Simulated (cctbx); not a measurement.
# Accept or mend?

Cell a = 9.3290 Å, b = 9.3290 Å, c = 9.2780 Å, α = 90.00°, β = 90.00°, γ = 90.00°; space group I-42d (no. 122).

Simulated single-crystal data (cctbx): Cu Kα, λ = 1.54184 Å, to d = 0.8 Å, 50 % of the full sphere, strongest reflection 40000 counts, noise from counting, a 1.5 % proportional error and a noise floor of 15 counts (s.d.); no absorption.

An anisotropic refinement with weights 1/σ² prints:

```text
Rint 0.013, 412 unique reflections to 0.80 A
cycle     R1     wR2    GooF  max shift (A)
   1  0.1209  0.2998  22.996   0.00117
   2  0.0535  0.1537  11.787   0.00008
final R1 0.0536 wR2 0.1537 GooF 11.787  parameters 16  data/parameter 25.8
atom        x        y        z      Ueq    occ   su(xyz)  su(Uiso or U11)
Ce1    0.13357  0.25000  0.12500   0.0070  1.000  0.00024  0.0012
Te1    0.43127  0.31907  0.30148   0.0064  1.000  0.00020  0.0009
Zn1    0.00000  0.00000  0.50000  -0.0232  1.000  0.00000  0.0011  NPD
difference map: max 9.87 min -1.75 rms 0.84
Q1    0.0000  0.0000  0.5000    4    9.87  0.00 A from Zn1
Q2    0.0633  0.1853  0.8108   16    2.77  0.11 A from Te1
Q3    0.1242  0.2500  0.1250    8    2.56  0.09 A from Ce1
Q4    0.0000  0.0000  0.2440    8    2.50  1.85 A from Te1
Q5    0.1824  0.1800  0.9286   16    2.16  1.59 A from Te1
Q6    0.0935  0.1008  0.9274   16    2.02  1.41 A from Te1
```

**Question.** Can this result stand? If not, what is the likely fault?

Mend it. The fault: wrong element: Zn1 is Cd. Against the right model at the same level, R1 goes from 0.0063 to 0.0536 and GooF from 1.04 to 11.79, U of Zn1 shrinks from 0.0081 to -0.0232 Å², the top difference peak, 9.9 e/Å³, lies on Zn1 and Zn1 goes non-positive-definite. Zn1 has 18 electrons too few and its U shrinks to make up, as expected.

The compound is Ce2CdTe4. The right model at the same level gives:

```text
Rint 0.013, 412 unique reflections to 0.80 A
cycle     R1     wR2    GooF  max shift (A)
   1  0.0127  0.0307   2.356   0.00064
   2  0.0063  0.0135   1.037   0.00000
final R1 0.0063 wR2 0.0135 GooF 1.037  parameters 16  data/parameter 25.8
atom        x        y        z      Ueq    occ   su(xyz)  su(Uiso or U11)
Ce1    0.13370  0.25000  0.12500   0.0060  1.000  0.00002  0.0001
Te1    0.43133  0.31898  0.30160   0.0063  1.000  0.00002  0.0001
Cd1    0.00000  0.00000  0.50000   0.0081  1.000  0.00000  0.0001
Flack x: 0.009(6)
Hooft y: -0.003(5)  Bijvoet pairs: 164
difference map: max 0.42 min -0.30 rms 0.10
Q1    0.1310  0.7596  0.0589   16    0.45  1.84 A from Te1
Q2    0.1725  0.1860  0.6903   16    0.32  1.42 A from Te1
Q3    0.1888  0.1874  0.3795   16    0.31  1.78 A from Te1
Q4    0.1721  0.1956  0.9437   16    0.29  1.64 A from Te1
Q5    0.0042  0.0744  0.6107   16    0.28  1.24 A from Cd1
Q6    0.0536  0.6813  0.7746   16    0.27  1.74 A from Te1
```

This is a model crystal, built by substitution and not relaxed, with assumed displacement parameters.

[Middle refinement cycles are left out of these outputs.]

[Logs are printed without paths, hosts, clocks, repeated set-up lines and the standing remarks that a program may print on its own settings, such as how far it seeks lower states.]
